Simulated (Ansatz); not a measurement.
# Phonon transport in KBr (Fm-3m)

Wanted: κ(T), lifetimes and mean free paths for KBr.

Experimental results on record:
- thermal conductivity 3.4 W/m/K near room temperature (given in “Combining the AFLOW GIBBS and Elastic Libraries to efficiently and robustly screen thermo-mechanical properties of solids”, 2017, arXiv:1611.05714)
- thermal conductivity 3.4 W/m/K near room temperature (given in “Predicting the lattice thermal conductivity of solids by solving the Boltzmann transport equation: AFLOW - AAPL an automated, accurate and efficient framework”, 2017, arXiv:1611.05481)

Main program and level: Ansatz 0.2.0; DFT LDA, scalar-relativistic, plane waves, PAW; PAW set soft_1.

**1. The structure**

It takes space group Fm-3m (No. 225, cubic). The conventional cell has a = 6.600 Å, b = 6.600 Å, c = 6.600 Å, α = 90.00°, β = 90.00°, γ = 90.00°. Nearest to K lie 6 Br at 3.30 Å. Br has 6 K at 3.30 Å nearest. Farther neighbours and most contacts between anions are not listed.

**2. A first coarse run**

A cheap single point shows whether the cell is a metal or an insulator and how far it is from rest; that sets the k-mesh and the occupations of what follows.

input.yaml reads:

```yaml
crystal:
  lattice:
    - [0.0, 3.3, 3.3]
    - [3.3, 0.0, 3.3]
    - [3.3, 3.3, 0.0]
  atoms:
    - { symbol: K, position: [0.0, 0.0, 0.0] }
    - { symbol: Br, position: [0.5, 0.5, 0.5] }
kpoints:
  mp_grid: { grid: [6, 6, 6] }
hamiltonian:
  xc: lda
  pseudopotentials: { kind: paw, azcp: { folder: soft_1 }, xc_functional: pbe }
scf:
  occupations: { method: gaussian, width: 0.1 }
  lower_state_search: "off"
output:
  forces: true
  stress: true
  eigenvalues: true
```

On the command line:

```
$ ansatz run input.yaml --threads 18 --pin off --max-ram 92160MiB --backend cuda --events-out ev --progress --plain --runs-dir out
```

Numbers of over 12 decimals in the logs are rounded to 6 here.

What it wrote:

```text
Engine: ansatz 0.2.0, aarch64-unknown-linux-gnu
Pseudopotentials: kind: paw
Pseudopotential: K, paw, valence charge 9, recommended cutoff 420 eV (normal), soft_1/K.paw.azcp
Pseudopotential: Br, paw, valence charge 7, recommended cutoff 420 eV (normal), soft_1/Br.paw.azcp
Functional definition: SPW92
  exchange = slater_x
  correlation = pw_c
device memory: the entry about to start is reckoned to put 0.7 GiB on a device that reports 182.5 GiB free
GPU FFT provider: cuFFT
GPU libraries: cuBLAS 13.8.1, cuFFT 12.4.0, cuSOLVER 12.3.2
GPU matrix products: emulated (plane waves: as basis.precision tells), large ones in fixed point in workspaces of 1.00 GiB
Crystal: 2 atoms, lattice volume = 71.874 Å³
Basis set: ecut = 420 eV, 1411 PW (Γ)
Bands: 12, of which v1, the nominal top of the filled ones, is band 8 counted from 1 (7 counted from 0)
Symmetry: 48 space group operations
Space group: Fm-3m (ITA 225), of the structure as read, at distance tolerance 4.2e-5 Å
k-points: 16 of 216
Non-local potential: K, projectors of the file, l = 0: 3, l = 1: 2, l = 2: 2
Non-local potential: Br, projectors of the file, l = 0: 2, l = 1: 2, l = 2: 2
PAW form: soft (Blöchl's): semilocal exchange-correlation on the pseudo side does not see the compensation charge
PAW frozen core: K, regenerated for the run's functional, and the local potential with it (the file was generated under x = pbe(κ = 0.804, μ = 0.219515), c = pbe(β = 0.066725))
PAW frozen core: Br, regenerated for the run's functional, and the local potential with it (the file was generated under x = pbe(κ = 0.804, μ = 0.219515), c = pbe(β = 0.066725))
PAW one-centre angular grid: K, 110 points (default); XC on 64 Gauss nodes
PAW one-centre angular grid: Br, 110 points (default); XC on 64 Gauss nodes
Initial density: superposition of atomic densities (chi_scale 0.1, normalization cell, long waves kept (reshape's long-wave potential 0.00 eV rms))
Initial wavefunctions: pseudopotential atomic-orbital guess
GPU buffer pool allocated for 32768 grid points (all kernels)
GPU transforms: local potential and band sums: pruned to the plane-wave sphere, on 30×32×32
Functional: x = slater, c = lda
SCF iter   1: F=—  HF=-4194.297768 eV  |F-HF|=—  |Δ(HF+E_count)|=         —  Δρ=3.52e-2  dr2=1.53e0  ethr=3.10e-3  ⟨swp⟩=5.4  Hψ=1222  notcnv=0
preconditioner: auto → none  [insulator: Δε(μ)=3.137 eV  Ē_g=14.548 eV  σ=0.100 eV  W_gap=1.00  n_scr=14 (ndim 8)  ℏωp=16.4 eV  f_vac=0.000  D(μ)=0.00/eV (n_scr^D=0)  ε∞_Penn≈2.3]
SCF iter   2: F=—  HF=-4193.631818 eV  |F-HF|=—  |Δ(HF+E_count)|=   6.66e-1  Δρ=8.58e-3  dr2=7.67e-2  ethr=3.10e-3  ⟨swp⟩=3.0  Hψ=563  notcnv=0
SCF iter   3: F=—  HF=-4193.610027 eV  |F-HF|=—  |Δ(HF+E_count)|=   2.18e-2  Δρ=3.42e-3  dr2=8.87e-3  ethr=4.79e-4  ⟨swp⟩=2.0  Hψ=250  notcnv=0
SCF iter   4: F=—  HF=-4193.608898 eV  |F-HF|=—  |Δ(HF+E_count)|=   1.13e-3  Δρ=9.10e-4  dr2=7.30e-4  ethr=5.55e-5  ⟨swp⟩=1.0  Hψ=192  notcnv=0
SCF iter   5: F=—  HF=-4193.608940 eV  |F-HF|=—  |Δ(HF+E_count)|=   4.19e-5  Δρ=9.45e-5  dr2=7.61e-6  ethr=4.56e-6  ⟨swp⟩=2.0  Hψ=304  notcnv=0
SCF iter   6: F=—  HF=-4193.608965 eV  |F-HF|=—  |Δ(HF+E_count)|=   2.54e-5  Δρ=1.68e-5  dr2=3.33e-7  ethr=4.75e-8  ⟨swp⟩=2.3  Hψ=304  notcnv=0
SCF iter   7: F=-4193.608965 eV  HF=-4193.608965 eV  |F-HF|=3.06e-9  |Δ(HF+E_count)|=   1.53e-7  Δρ=1.90e-6  dr2=3.84e-9  ethr=6.25e-10  ⟨swp⟩=5.9  Hψ=1050  notcnv=0
SCF 1 converged in 7 iterations: F = -4193.608965 eV  dr2 = 3.84e-9
  greatest PAW one-centre occupation: 0.985 electrons in one spin orbital (limit 2), on the K atom at site 0 (counted from 0), in its partial waves of l = 0
SCF converged after 7 iterations
Free energy (F): -4193.608965 eV
Harris-Foulkes:  -4193.608965 eV  (|F-HF|=3.06e-9)
Internal energy: -4193.608965 eV  (E = F + TS)
E sigma→0 (E₀):  -4193.608965 eV
Fermi energy:    2.811635 eV
--- Per-component energies (eV) ---
  E_band       = -136.877488
  E_kinetic    = 386.725794
  E_local      = -822.214205  (includes V_loc(G=0)·N_el)
  E_nonlocal   = 68.572346
  E_hartree    = 270.672739
  E_xc         = -328.466775
  E_vxc        = -274.175311  (∫ρ·V_xc dr)
  E_paw        = -2969.377025  (= ΣΔE_a)
  E_vpaw       = -37.130940  (= ΣTr[D̂ρ^β])
  E_aug_tail   = -0.000005  (compensation charges beyond the density's cutoff)
  E_ewald      = -799.985846
  E_core_change = 0.464011  (= ΣΔE_core)
  E_smearing   = -0.000000  (= −TS)
  E_closure    = 0.000000  (closes the sum)
  Σ components = -4193.608965   (vs F -4193.608965, Δ=0.00e0)
--- Forces (eV/Å), atoms counted from 1 ---
  atom   1  K     -0.00000000     0.00000000     0.00000000
  atom   2  Br    -0.00000000    -0.00000000    -0.00000000
  max |Σ_I F_I| component: 4.48e-25 eV/Å
--- Stress (GPa, compression-positive) ---
       -1.641740      -0.000000       0.000000
        0.000000      -1.641740      -0.000000
       -0.000000      -0.000000      -1.641740
  P = ⅓ Tr σ = -1.6417 GPa (-16.417 kbar)
--- Band table (eV; the first three rows and the last of 16) ---
  k-point 0: bands = [... 4 lower, -10.3385, 0.7949, 0.7949, 0.7949, 4.8256, 8.1522, 8.1522, 8.1522]
  k-point 1: bands = [... 4 lower, -10.2792, 0.3986, 0.7013, 0.7013, 5.5067, 7.9904, 8.4785, 8.4785]
  k-point 2: bands = [... 4 lower, -10.1694, -0.2043, 0.5263, 0.5263, 6.6371, 8.2191, 9.3483, 9.3483]
  k-point 15: bands = [... 4 lower, -10.2850, 0.0518, 0.2926, 0.3238, 7.1002, 8.3986, 8.7889, 9.7746]
```

Wall time 1.3 s (1 × NVIDIA GB200 with 18 threads of Arm Neoverse V2, shared host); peak memory 1 GiB.

Reading the cycles: dr2 is the Hartree energy of the density residual (eV), the measure of convergence; HF is the Harris–Foulkes estimate of the energy, which meets the free energy F at convergence.

Numbers from this step:

| Quantity | Value |
| --- | --- |
| pressure | -1.642 GPa |
| gap on the k-mesh | 4.031 eV |
| volume per atom | 35.94 Å³/atom |

The start is under -1.6 GPa at this level and looks like an insulator or semiconductor on this mesh.

**3. Finding the static equilibrium**

The vibrations must be taken about the equilibrium of this functional, not about the starting cell, so the structure is relaxed.

input.yaml, the sections that differ from step 2:

```yaml
scf:
  occupations: { method: gaussian, width: 0.02 }
  lower_state_search: "off"
relax:
  adjacent_minimum: "off"
  f_tol: 0.005
  max_steps: 80
  cell: { stress_tol: 0.05 }
# crystal, kpoints, hamiltonian, output: as in step 2
```

What it wrote:

```text
[...]
Crystal: 2 atoms, lattice volume = 71.874 Å³
Basis set: ecut = 420 eV, 1411 PW (Γ)
Bands: 12, of which v1, the nominal top of the filled ones, is band 8 counted from 1 (7 counted from 0)
Symmetry: 48 space group operations
[...]
k-points: 16 of 216
[...]
SCF iter   1: F=—  HF=-4194.297643 eV  |F-HF|=—  |Δ(HF+E_count)|=         —  Δρ=3.52e-2  dr2=1.53e0  ethr=3.10e-3  ⟨swp⟩=5.8  Hψ=1247  notcnv=0
[...]
SCF iter   2: F=—  HF=-4193.631696 eV  |F-HF|=—  |Δ(HF+E_count)|=   6.66e-1  Δρ=8.58e-3  dr2=7.65e-2  ethr=3.10e-3  ⟨swp⟩=3.0  Hψ=561  notcnv=0
[...]
SCF iter   7: F=-4193.608965 eV  HF=-4193.608965 eV  |F-HF|=3.05e-9  |Δ(HF+E_count)|=   1.54e-7  Δρ=1.90e-6  dr2=3.83e-9  ethr=6.25e-10  ⟨swp⟩=6.1  Hψ=1034  notcnv=0
SCF 1 converged in 7 iterations: F = -4193.608965 eV  dr2 = 3.83e-9
[...]
relax step   1: F+E_penalty+E_count = -4193.60896525 eV  Δ(F+E_penalty+E_count) = +0.000e0 eV  max|allowed force component| = 2.111e-25 eV/Å  Δτ_max = 0.0000 Å  P = -1.642 GPa  Ω = 71.874 Å³  (7 SCF iters, dr2 threshold 1.00e-7 eV, accepted)
[...]
Crystal: 2 atoms, lattice volume = 68.331 Å³
Basis set: ecut = 420 eV, 1363 PW (Γ)
[...]
iter 1 solved again at ethr=1.01e-5 eV; its pass at ethr=3.10e-3 eV (dr2=1.61e-3 eV) is discarded
[...]
SCF iter   2: F=—  HF=-4193.638494 eV  |F-HF|=—  |Δ(HF+E_count)|=   7.76e-4  Δρ=4.65e-4  dr2=1.44e-4  ethr=1.01e-5  ⟨swp⟩=2.1  Hψ=351  notcnv=0
[...]
SCF iter   5: F=-4193.638478 eV  HF=-4193.638478 eV  |F-HF|=6.57e-9  |Δ(HF+E_count)|=   2.84e-8  Δρ=5.19e-6  dr2=1.20e-8  ethr=1.25e-9  ⟨swp⟩=5.1  Hψ=917  notcnv=0
SCF 2 converged in 5 iterations: F = -4193.638478 eV  dr2 = 1.20e-8
relax step   2: F+E_penalty+E_count = -4193.63847794 eV  Δ(F+E_penalty+E_count) = -2.951e-2 eV  max|allowed force component| = 7.647e-26 eV/Å  Δτ_max = 0.0000 Å  P = -0.968 GPa  Ω = 68.331 Å³  energy of the carried Pulay correction = +2.412e-4 eV  (5 SCF iters, dr2 threshold 2.00e-7 eV, accepted)
[...]
Crystal: 2 atoms, lattice volume = 63.811 Å³
[...]
SCF iter   5: F=-4193.649657 eV  HF=-4193.649657 eV  |F-HF|=9.39e-9  |Δ(HF+E_count)|=   7.68e-8  Δρ=7.59e-6  dr2=1.92e-8  ethr=1.25e-9  ⟨swp⟩=5.2  Hψ=908  notcnv=0
SCF 3 converged in 5 iterations: F = -4193.649657 eV  dr2 = 1.92e-8
relax step   3: F+E_penalty+E_count = -4193.64965681 eV  Δ(F+E_penalty+E_count) = -1.118e-2 eV  max|allowed force component| = 3.705e-25 eV/Å  Δτ_max = 0.0000 Å  P = +0.287 GPa  Ω = 63.811 Å³  energy of the carried Pulay correction = +5.673e-4 eV  (5 SCF iters, dr2 threshold 2.00e-7 eV, accepted)
[...]
relax step   4: F+E_penalty+E_count = -4193.65034886 eV  Δ(F+E_penalty+E_count) = -6.920e-4 eV  max|allowed force component| = 1.763e-23 eV/Å  Δτ_max = 0.0000 Å  P = -0.031 GPa  Ω = 64.790 Å³  energy of the carried Pulay correction = +4.948e-4 eV  (4 SCF iters, dr2 threshold 2.00e-7 eV, accepted)
[...]
SCF iter   1: F=—  HF=-4193.649908 eV  |F-HF|=—  |Δ(HF+E_count)|=         —  Δρ=7.82e-5  dr2=5.07e-7  ethr=6.57e-7  ⟨swp⟩=3.1  Hψ=1752  notcnv=0
[...]
SCF iter   2: F=—  HF=-4193.649927 eV  |F-HF|=—  |Δ(HF+E_count)|=   1.86e-5  Δρ=3.88e-5  dr2=1.15e-7  ethr=3.17e-9  ⟨swp⟩=2.2  Hψ=293  notcnv=0
[...]
SCF iter   6: F=-4193.649927 eV  HF=-4193.649927 eV  |F-HF|=1.82e-12  |Δ(HF+E_count)|=  1.36e-11  Δρ=7.30e-8  dr2=2.61e-12  ethr=1.00e-12  ⟨swp⟩=5.0  Hψ=751  notcnv=0
SCF 5 converged in 6 iterations: F = -4193.649927 eV  dr2 = 2.61e-12
relax step   5: F+E_penalty+E_count = -4193.64992684 eV  Δ(F+E_penalty+E_count) = +4.220e-4 eV  max|allowed force component| = 6.732e-28 eV/Å  Δτ_max = 0.0000 Å  P = -0.034 GPa  Ω = 64.790 Å³  stress off target by 3.44e-2 GPa  SCF on the basis re-selected at this cell (its energy is not comparable with the rows above)  (6 SCF iters)
basis re-selected at this cell: Δ(F+E_penalty+E_count) = +4.220e-4 eV, ΔP = -0.003 GPa vs the last step (what re-selecting the basis moved, of the pressure what is left beyond the Pulay correction that the steps carried, after the strain that the cell walked since its last selection, with what the two solves' SCF thresholds leave and, on support functions, any second-order correction that the steps lacked; it is no m [...]
SCF converged after 6 iterations
Free energy (F): -4193.649927 eV
[...]
Internal energy: -4193.649927 eV  (E = F + TS)
E sigma→0 (E₀):  -4193.649927 eV
Fermi energy:    3.707165 eV
[...]
--- Stress (GPa, compression-positive) ---
       -0.034416      -0.000000      -0.000000
       -0.000000      -0.034416      -0.000000
       -0.000000      -0.000000      -0.034416
  P = ⅓ Tr σ = -0.0344 GPa (-0.344 kbar)
--- Band table (eV; the first three rows and the last of 16) ---
  k-point 0: bands = [... 4 lower, -9.4001, 1.5493, 1.5493, 1.5493, 5.8649, 8.9024, 8.9024, 8.9024]
  k-point 1: bands = [... 4 lower, -9.3228, 1.0777, 1.4274, 1.4274, 6.6135, 8.7686, 9.2641, 9.2641]
  k-point 2: bands = [... 4 lower, -9.1785, 0.3666, 1.2030, 1.2030, 7.6897, 9.2288, 10.2320, 10.2320]
  k-point 15: bands = [... 4 lower, -9.3311, 0.7057, 0.9452, 1.0109, 7.8258, 9.5834, 9.8029, 10.9323]
--- Relaxed structure (4 steps of the walk, 4 accepted, 1 SCFs on fresh bases) ---
  F+E_penalty+E_count = -4193.64992684 eV   max|allowed force component| = 6.732e-28 eV/Å   (the final SCF, on the basis selected at the relaxed cell)
  cell:  # Å, volume = 64.7899 Å³
    - [0, 3.187810, 3.187810]
    - [3.187810, 0, 3.187810]
    - [3.187810, 3.187810, 0]
  atoms:
    - { symbol: K, position: [0, 0, 0] }
    - { symbol: Br, position: [0.5, 0.5, 0.5] }
```

Run time: 2.4 s. Hardware: 1 × NVIDIA GB200 with 18 threads; peak memory 1.1 GiB; 4.5 s of CPU time.

The steps of the relaxation:

```csv
step,energy less that of the first step (eV),largest force component (eV/Å),pressure (GPa),volume (Å³)
1,0.0000,0.0000,-1.64,71.87
2,-0.0295,0.0000,-0.97,68.33
3,-0.0407,0.0000,0.29,63.81
4,-0.0414,0.0000,-0.03,64.79
5*,-0.0410,0.0000,-0.03,64.79
```

Relaxation steps marked * repeat the geometry before them on a plane-wave basis chosen anew for their cell, so energy and pressure can jump there.

The run keeps the 48 symmetry operations that it works with, so distortions that break them were not tested.

```csv
"conventional cell, symmetrised",before,after,change
a (Å),6.600,6.376,-3.4 %
b (Å),6.600,6.376,-3.4 %
c (Å),6.600,6.376,-3.4 %
volume (Å³/atom),35.94,32.39,-9.9 %
```

The relaxed structure:

```cif
data_structure
_symmetry_space_group_name_H-M 'P 1'
_symmetry_Int_Tables_number 1
_cell_length_a 4.5082
_cell_length_b 4.5082
_cell_length_c 4.5082
_cell_angle_alpha 60.000
_cell_angle_beta 60.000
_cell_angle_gamma 60.000
_cell_volume 64.79
loop_
_atom_site_label
_atom_site_type_symbol
_atom_site_fract_x
_atom_site_fract_y
_atom_site_fract_z
_atom_site_occupancy
K1 K 0.00000 0.00000 0.00000 1
Br2 Br 0.50000 0.50000 0.50000 1
```

This step gave:

```
pressure          : -0.03442 GPa
gap on the k-mesh : 4.316 eV
volume per atom   : 32.39 Å³/atom
```

The relaxation ends with a pressure of -0.03 GPa.

**4. A second relaxation**

The relaxation is run once more from where the first one ended, as the script does after a large change of volume or of the gap, with mesh and occupations reviewed.

Changes to input.yaml since step 3:

```diff
@@ -2,5 +2,5 @@
   lattice:
-    - [0.0, 3.3, 3.3]
-    - [3.3, 0.0, 3.3]
-    - [3.3, 3.3, 0.0]
+    - [0.0, 3.1878095378, 3.1878095378]
+    - [3.1878095378, 0.0, 3.1878095378]
+    - [3.1878095378, 3.1878095378, 0.0]
   atoms:
```

What it wrote:

```text
[...]
GPU FFT provider: cuFFT
GPU libraries: cuBLAS 13.8.1, cuFFT 12.4.0, cuSOLVER 12.3.2
[...]
Crystal: 2 atoms, lattice volume = 64.790 Å³
Basis set: ecut = 420 eV, 1243 PW (Γ)
Bands: 12, of which v1, the nominal top of the filled ones, is band 8 counted from 1 (7 counted from 0)
Symmetry: 48 space group operations
[...]
k-points: 16 of 216
[...]
k-point 15: bands = [... 4 lower, -9.3311, 0.7057, 0.9452, 1.0109, 7.8258, 9.5834, 9.8029, 10.9323]
--- Relaxed structure (1 steps of the walk, 1 accepted, 1 SCFs on fresh bases) ---
[...]
cell:  # Å, volume = 64.7899 Å³
    - [0.0, 3.1878095378, 3.1878095378]
    - [3.1878095378, 0.0, 3.1878095378]
    - [3.1878095378, 3.1878095378, 0.0]
  atoms:
    - { symbol: K, position: [0.0, 0.0, 0.0] }
    - { symbol: Br, position: [0.5, 0.5, 0.5] }
[key lines of the parts left out:]
SCF converged after 5 iterations
Free energy (F): -4193.649927 eV
Fermi energy:    3.707165 eV
P = ⅓ Tr σ = -0.0344 GPa (-0.344 kbar)
```

Elapsed: 1.6 s, on 1 × NVIDIA GB200 with 18 threads; peak memory 1.1 GiB; 2.7 s of CPU time.

Little changed from the start: no atom moved by 0.005 Å and no cell edge by 0.1 %.

**5. Relaxing to small residual forces and stress**

The thresholds are tightened for a last relaxation ahead of the phonons, and where mesh or smearing change with them the cell follows.

input.yaml, the sections that differ from step 4:

```yaml
scf:
  occupations: { method: fixed }
  lower_state_search: "off"
relax:
  adjacent_minimum: "off"
  f_tol: 0.001
  max_steps: 60
  cell: { stress_tol: 0.01 }
# crystal, kpoints, hamiltonian, output: as in step 4
```

What it wrote:

```text
[...]
Crystal: 2 atoms, lattice volume = 64.790 Å³
Basis set: ecut = 420 eV, 1243 PW (Γ)
Bands: 12, of which v1, the nominal top of the filled ones, is band 8 counted from 1 (7 counted from 0)
Symmetry: 48 space group operations
[...]
k-points: 16 of 216
[...]
k-point 15: bands = [... 4 lower, -9.3147, 0.7173, 0.9567, 1.0231, 7.8382, 9.6038, 9.8203, 10.9522]
--- Relaxed structure (3 steps of the walk, 3 accepted, 1 SCFs on fresh bases) ---
[...]
cell:  # Å, volume = 64.6794 Å³
    - [0, 3.185998, 3.185998]
    - [3.185998, 0, 3.185998]
    - [3.185998, 3.185998, 0]
  atoms:
    - { symbol: K, position: [0, 0, 0] }
    - { symbol: Br, position: [0.5, 0.5, 0.5] }
[key lines of the parts left out:]
SCF converged after 7 iterations
Free energy (F): -4193.649938 eV
Fermi energy:    1.562592 eV
P = ⅓ Tr σ = -0.0000 GPa (-0.000 kbar)
```

The job ended after 2 s (1 × NVIDIA GB200 with 18 threads; peak memory 1.1 GiB).

Little changed from the start: no atom moved by 0.005 Å and no cell edge by 0.1 %.

This step gave:

| Item | Value |
| --- | --- |
| pressure | -1.70e-6 GPa |
| gap on the k-mesh | 4.321 eV |
| volume per atom | 32.34 Å³/atom |

The residual pressure is -1.7e-6 GPa, small enough for phonons.

(Continued in part 2 of 2.)

[Logs are printed without paths, hosts, clocks, repeated set-up lines and the standing remarks that a program may print on its own settings, such as how far it seeks lower states.]

[Hosts, paths, dates, database ids (printed as entryN), source tags and the programs' standing remarks are cut or masked in the printed files.]

[A step with changed settings may run another functional than the one named; its input shows which.]
